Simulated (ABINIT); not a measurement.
**AlN (F-43m): Bethe-Salpeter spectra with ABINIT**

Aim: follow the lowest exciton of AlN (F-43m) as the mesh is refined.

Main program and level: ABINIT 10.8.3; PBE and many-body steps on it, plane waves.

Report form: the programs' logs are mostly left out.

## Step 1: Set-up

It takes space group F-43m (No. 216, cubic). Conventional cell: a = 4.368 Å, b = 4.368 Å, c = 4.368 Å, α = 90.00°, β = 90.00°, γ = 90.00°. Nearest to Al lie 4 N at 1.89 Å. Nearest to N lie 4 Al at 1.89 Å. Farther neighbours and most contacts between anions are not listed.

The cell and positions are those that the Materials Project relaxed with its own functionals (PBE, PBE+U or r2SCAN), kept fixed. This is not the form that AlN usually takes at ambient conditions.

## Step 2: Empty states on the mesh, 8×8×8 mesh, 126 bands

This step: ABINIT 10.8.3; DFT, PBE, plane waves, norm-conserving pseudopotentials.

The sums over transitions need many empty states on a uniform mesh; this step solves for them.

File run.abi:

```
acell 3*1.0 Angstrom
rprim 
  -0.000000000000 2.183993559600 2.183993559600
  2.183993559600 -0.000000000000 2.183993559600
  2.183993559600 2.183993559600 -0.000000000000
ntypat 2
znucl 13 7
natom 2
typat 1 2
xred 
  0.000000000000 0.000000000000 0.000000000000
  0.750000000000 0.750000000000 0.750000000000
pp_dirpath "pseudos"
pseudos "Al.upf, N.upf"
ecut 36
ngkpt 8 8 8
nshiftk 1
shiftk 0 0 0
kptopt 1
chksymbreak 0
irdden 1
istwfk *1
nband 126
prtvol 0
optdriver 6
gwr_task "HDIAGO"
paral_kgb 0
occopt 1
indata_prefix "in"
outdata_prefix "out"
tmpdata_prefix "tmp"
```

The run is started by

```console
$ OMP_NUM_THREADS=1 mpirun -n 4 abinit run.abi > log
```

Wall time 23 s (4 MPI ranks of Arm Neoverse V1, shared host); peak memory 0.7 GiB; 90 s of CPU time.

Numbers from this step:

| Property | Result |
| --- | --- |
| gap | 3.325 eV |
| k of the valence top | 0, 0, 0 |
| k of the conduction bottom | 0.5, 0.5, 0 |
| least direct gap | 4.192 eV |
| k points computed | 29 |
| lowest point of the top converged band, above the valence top | 159.9719 eV |

On this mesh the gap is 3.325 eV.

The density comes from a self-consistent run that is not shown.

## Step 3: Screening, 8×8×8 mesh, 118 bands, screening to 239.5 eV

The RPA dielectric matrix is built and inverted for each q.

This step: RPA screening on PBE, plane waves, norm-conserving pseudopotentials.

Changes to run.abi since step 2:

```diff
@@ -20,10 +20,11 @@
 chksymbreak 0
-irdden 1
 istwfk *1
-nband 126
-prtvol 0
-optdriver 6
-gwr_task "HDIAGO"
-paral_kgb 0
 occopt 1
+irdwfk 1
+optdriver 3
+nband 118
+ecuteps 8.8
+inclvkb 2
+awtr 1
+symchi 1
 indata_prefix "in"
```

Wall time 3.7 min (4 MPI ranks); peak memory 1.3 GiB.

Numbers from this step:

| Property | Result |
| --- | --- |
| ε∞ with local fields, on this mesh, along the program's q direction | 4.271 |
| the same without local fields | 4.710 |
| plasma frequency | 23.01 eV |
| plane waves in the screening matrix | 169 |

Local fields lower ε∞ by 9 %.

## Step 4: Self-energy, 8×8×8 mesh, 118 bands, screening to 239.5 eV

The self-energy is evaluated for the states that the input lists, and the levels follow from it, in one-shot runs by the linearised quasiparticle equation.

This step: G0W0 on PBE, plane waves, norm-conserving pseudopotentials.

Changes to run.abi since step 3:

```diff
@@ -23,8 +23,17 @@
 irdwfk 1
-optdriver 3
+optdriver 4
 nband 118
+gwcalctyp 0
+ecutsigx 36
+symsigma 1
+nkptgw 2
+kptgw 
+  0.0000000000 0.0000000000 0.0000000000
+  0.5000000000 0.5000000000 0.0000000000
+bdgw 
+  2 8
+  3 6
 ecuteps 8.8
-inclvkb 2
-awtr 1
-symchi 1
+irdscr 1
+ppmodel 1
 indata_prefix "in"
```

It took 22 s on 4 MPI ranks; peak memory 1.4 GiB.

Numbers from this step:

| Property | Result |
| --- | --- |
| G0W0 gap on the points computed | 4.544 eV |
| starting gap on the mesh | 3.325 eV |
| k of the valence top | 0, 0, 0 |
| k of the conduction bottom | 0.5, 0.5, 0 |
| least direct G0W0 gap on the computed points | 5.594 eV |

The gap on the mesh goes from 3.32 eV to 4.54 eV, a correction of +1.22 eV.

The gap opens by 1.219 eV; the next steps shift the empty bands rigidly by 1.219 eV. The least direct G0W0 gap is 5.594 eV, so this shift leaves the direct transitions −0.18 eV off.

## Step 5: Excitons

Light makes an electron and a hole together. The Bethe-Salpeter equation adds their screened attraction and their exchange, in a window of bands around the gap.

This step: Bethe-Salpeter equation on PBE with a scissors shift, plane waves, norm-conserving pseudopotentials.

Changes to run.abi since step 4:

```diff
@@ -23,17 +23,17 @@
 irdwfk 1
-optdriver 4
-nband 118
-gwcalctyp 0
-ecutsigx 36
-symsigma 1
-nkptgw 2
-kptgw 
-  0.0000000000 0.0000000000 0.0000000000
-  0.5000000000 0.5000000000 0.0000000000
-bdgw 
-  2 8
-  3 6
-ecuteps 8.8
+optdriver 99
+bs_calctype 1
+mbpt_sciss 1.219 eV
+bs_loband 2
+nband 6
+bs_exchange_term 1
+bs_coulomb_term 11
+bs_coupling 0
+bs_algorithm 1
+bs_freq_mesh 0 11 0.1 eV
+zcut 0.15 eV
+ecuteps 4
+ecutwfn 18
+inclvkb 2
 irdscr 1
-ppmodel 1
 indata_prefix "in"
```

It took 2.5 min on 4 MPI ranks; peak memory 0.45 GiB; 10 min of CPU time.

Numbers from this step:

```
direct gap of the transition levels                            : 5.411 eV
transitions in the window                                      : 3072
first strong exciton (over a fiftieth of the strongest listed) : 4.957 eV
lowest state                                                   : 4.957 eV
binding of the lowest state below the direct gap               : 0.4541 eV
Coulomb term of one mesh cell                                  : 0.4350 eV
```

The binding is 1.0 times the screened Coulomb term of one mesh cell (0.43 eV), so it is not shown settled.

The lowest state lies at 4.957 eV, 0.454 eV under the direct gap.

Lines within 3 meV are set at the lowest of them, and the highest group, which the list may cut short, is left out. Exciton lines, with heights relative to the strongest:

```
position (eV)  lines merged  oscillator strength, relative
        4.957             3                             37
        5.848             1                             61
        5.851             2                            100
        5.861             1                            0.1
        5.874             2                             18
        5.881             3                            3.7
        5.967             3                            0.0
```

Mean over the three Cartesian directions of q; broadening 0.15 eV; transition window only. Limits: finite bands, cutoff and mesh; exciton not shown settled in the k mesh. Table of ε₂ by photon energy; read off at these points:

```
photon energy (eV)     BSE  no electron-hole interaction  Kohn-Sham, no shift
              0.00       0                             0                    0
              0.30  0.0047                         0.003               0.0048
              0.60  0.0096                         0.006               0.0098
              0.90  0.0146                        0.0091                0.015
              1.20  0.0200                        0.0124               0.0206
              1.50   0.026                        0.0159               0.0268
              1.80  0.0327                        0.0197               0.0338
              2.10  0.0404                        0.0239               0.0421
              2.40  0.0495                        0.0286               0.0521
              2.70  0.0606                         0.034               0.0646
              2.90  0.0695                        0.0381               0.0752
              3.20   0.086                        0.0452               0.0965
              3.50   0.108                        0.0539                0.131
              3.80   0.141                        0.0648                0.211
              4.10   0.194                        0.0792                0.607
              4.40   0.300                        0.0996                0.475
              4.70   0.666                         0.133                0.552
              5.00    1.85                         0.206                 1.65
              5.30    1.06                         0.560                 2.55
              5.60    2.51                         0.497                 3.20
              5.90    7.80                         0.535                 3.83
              6.20    3.99                          1.50                 2.86
              6.40    8.57                          3.14                 3.53
              6.50    8.20                          2.71                 4.80
              6.80    4.72                          2.93                 8.31
              7.10    6.26                          4.18                 7.96
              7.30    10.6                          2.62                 5.17
              7.40    9.36                          2.85                 6.02
              7.70    5.40                          4.57                 8.01
              8.00    4.56                          7.91                 6.29
              8.20    6.69                          9.61                 5.53
              8.30    7.90                          8.29                 6.12
              8.50    5.41                          5.18                 5.01
              8.80    3.87                          8.39                 3.44
              9.10    4.42                          7.19                 4.37
              9.40    2.42                          5.41                 4.47
              9.70    3.34                          5.32                 3.65
             10.00    4.79                          3.37                 3.48
             10.30    3.49                          4.25                 4.83
             10.60    3.75                          4.66                 7.18
             10.90    4.27                          3.62                 3.99
```

## Step 6: Triplet (no exchange term)

Changes to run.abi since step 5:

```diff
@@ -28,3 +28,3 @@
 nband 6
-bs_exchange_term 1
+bs_exchange_term 0
 bs_coulomb_term 11
@@ -32,3 +32,3 @@
 bs_algorithm 1
-bs_freq_mesh 0 11 0.1 eV
+bs_freq_mesh 0 9 0.05 eV
 zcut 0.15 eV
```

It took 2.6 min on 4 MPI ranks; peak memory 0.45 GiB.

The lowest triplet lies at 4.944 eV; triplets are dark, so no spectrum is read.

## Step 7: Beyond Tamm-Dancoff

Changes to run.abi since step 6:

```diff
@@ -28,5 +28,5 @@
 nband 6
-bs_exchange_term 0
+bs_exchange_term 1
 bs_coulomb_term 11
-bs_coupling 0
+bs_coupling 1
 bs_algorithm 1
```

The job ended after 19 min (4 MPI ranks; peak memory 1.5 GiB).

This step gave:

| Item | Value |
| --- | --- |
| direct gap of the transition levels | 5.411 eV |
| transitions in the window | 3072 |
| lowest state | 4.96 eV |
| binding of the lowest state below the direct gap | 0.4513 eV |
| Coulomb term of one mesh cell | 0.4350 eV |

The binding is 1.0 times the screened Coulomb term of one mesh cell (0.43 eV), so it is not shown settled.

The lowest state lies at 4.960 eV, 0.451 eV under the direct gap.

The ε₂ has structure finer than the step of the table below, so its rows give means over 0.5 eV, whole bins alone (the curve runs from 0 to 9 eV). Peaks (eV: height): BSE 5.85: 8.29, 6.45: 8.78, 7.30: 10.4, 8.30: 7.74; no electron-hole interaction 7.00: 5.75, 8.15: 9.86, 8.85: 8.65; Kohn-Sham, no shift 5.75: 5.71, 6.95: 9.82, 7.65: 8.58.

Mean over the three Cartesian directions of q; broadening 0.15 eV; transition window only. Limits: finite bands, cutoff and mesh; exciton not shown settled in the k mesh. Table of ε₂ by photon energy; means over each step:

```
photon energy (eV)      BSE  no electron-hole interaction  Kohn-Sham, no shift
               0.5  0.00781                         0.005              0.00813
               1.0   0.0162                        0.0102               0.0169
               1.5   0.0257                        0.0159               0.0269
               2.0   0.0373                        0.0225               0.0394
               2.5   0.0524                        0.0304               0.0562
               3.0   0.0739                        0.0405               0.0823
               3.5    0.108                        0.0541                0.136
               4.0    0.175                        0.0745                0.449
               4.5    0.413                         0.111                0.516
               5.0     1.38                         0.233                 1.82
               5.5     2.18                         0.588                 3.02
               6.0     5.55                         0.837                 3.53
               6.5     6.51                          2.49                 4.66
               7.0     6.08                          4.07                 8.25
               7.5     7.36                          3.27                 7.03
               8.0     5.33                          7.72                 6.31
               8.5     5.79                          6.57                 4.81
```

## Step 8: RPA with local fields (no direct term)

Changes to run.abi since step 7:

```diff
@@ -29,6 +29,6 @@
 bs_exchange_term 1
-bs_coulomb_term 11
-bs_coupling 1
-bs_algorithm 1
-bs_freq_mesh 0 9 0.05 eV
+bs_coulomb_term 0
+bs_coupling 0
+bs_algorithm 2
+bs_freq_mesh 0 11 0.1 eV
 zcut 0.15 eV
@@ -38,2 +38,4 @@
 irdscr 1
+bs_haydock_niter 300
+bs_haydock_tol -0.02 0
 indata_prefix "in"
```

The job ended after 4.7 s (4 MPI ranks; peak memory 0.43 GiB).

This step gave:

- direct gap of the transition levels: 5.411 eV
- transitions in the window: 3072

The ε₂ has structure finer than the step of the table below, so its rows give means over 0.5 eV, whole bins alone (the curve runs from 0 to 10.9 eV). Peaks (eV: height): BSE 7.00: 4.88, 8.20: 8.78, 8.90: 8.22, 9.60: 6.59, 10.50: 5.28; no electron-hole interaction 7.00: 5.75, 8.10: 9.64, 8.80: 8.39, 10.50: 5.24; Kohn-Sham, no shift 5.80: 5.60, 6.90: 9.78, 7.60: 8.56, 9.30: 5.25, 10.60: 7.18.

Mean over the three Cartesian directions of q; broadening 0.15 eV; transition window only. Limits: finite bands, cutoff and mesh. ε₂ against photon energy; means over each step:

```
photon energy (eV)      BSE  no electron-hole interaction  Kohn-Sham, no shift
               0.5  0.00456                       0.00500              0.00814
               1.0  0.00932                        0.0102               0.0169
               1.5   0.0145                        0.0159               0.0269
               2.0   0.0205                        0.0225               0.0394
               2.5   0.0277                        0.0304               0.0563
               3.0   0.0367                        0.0405               0.0825
               3.5   0.0488                        0.0542                0.137
               4.0   0.0668                        0.0746                0.442
               4.5   0.0985                         0.111                0.528
               5.0    0.210                         0.239                 1.79
               5.5    0.512                         0.581                 3.06
               6.0    0.713                         0.871                 3.51
               6.5     2.07                          2.49                 4.73
               7.0     3.38                          4.03                 8.15
               7.5     2.59                          3.31                 7.03
               8.0     6.04                          7.64                 6.36
               8.5     6.43                          6.67                 4.79
               9.0     7.36                          7.40                 4.02
               9.5     5.83                          5.67                 4.15
              10.0     3.54                          3.64                 3.67
              10.5     4.51                          4.52                 5.92
```

## Step 9: Dielectric constant by perturbation theory

The response to a uniform field gives ε∞, a yardstick for the screening that GW builds on its mesh.

This step: DFT, PBE, linear response to an electric field, plane waves, norm-conserving pseudopotentials.

File run.abi:

```
acell 3*1.0 Angstrom
rprim 
  -0.000000000000 2.183993559600 2.183993559600
  2.183993559600 -0.000000000000 2.183993559600
  2.183993559600 2.183993559600 -0.000000000000
ntypat 2
znucl 13 7
natom 2
typat 1 2
xred 
  0.000000000000 0.000000000000 0.000000000000
  0.750000000000 0.750000000000 0.750000000000
pp_dirpath "pseudos"
pseudos "Al.upf, N.upf"
ecut 36
ngkpt 10 10 10
nshiftk 1
shiftk 0.5 0.5 0.5
chksymbreak 0
ndtset 3
nband 4
occopt 1
istwfk *1
nstep 60
tolwfr1 1e-18
iscf2 -3
rfelfd2 2
kptopt2 2
getwfk2 1
tolwfr2 1e-18
rfelfd3 3
kptopt3 2
getwfk3 1
getddk3 2
tolvrs3 1e-08
rfdir 1 1 1
nqpt2 1
nqpt3 1
qpt 0 0 0
prtwf3 0
prtden 0
optforces1 0
optstress1 0
kptopt1 1
indata_prefix "in"
outdata_prefix "out"
tmpdata_prefix "tmp"
```

The job ended after 78 s (4 MPI ranks; peak memory 0.43 GiB).

The field response gives a mean ε∞ of 4.54, which the model screening below takes as its input.

(Part 1 of 2 ends here.)

[Paths, hosts, dates, memory and timing lines, banners, echoed tables and standing remarks are left out of the program output.]

[Logs are printed without paths, hosts, clocks, repeated set-up lines and the standing remarks that a program may print on its own settings, such as how far it seeks lower states.]

[Runs of the session that timed out or met a known fault of the program may be left out.]

[No measured gap is set beside runs whose start may be inverted or whose files or cutoffs have a known fault.]

[Hosts, paths, dates, database ids (printed as entryN), source tags and the programs' standing remarks are cut or masked in the printed files.]

[G0W0 gaps are taken among the corrected bands and points alone; a level outside them can change the order at an edge.]

[Where Ansatz stands beside ABINIT at settings called matched, ABINIT's density can come from a denser mesh and the files from another edition; pairs whose starting gaps differed by over 0.03 eV were left out, so agreement reads better than it is.]
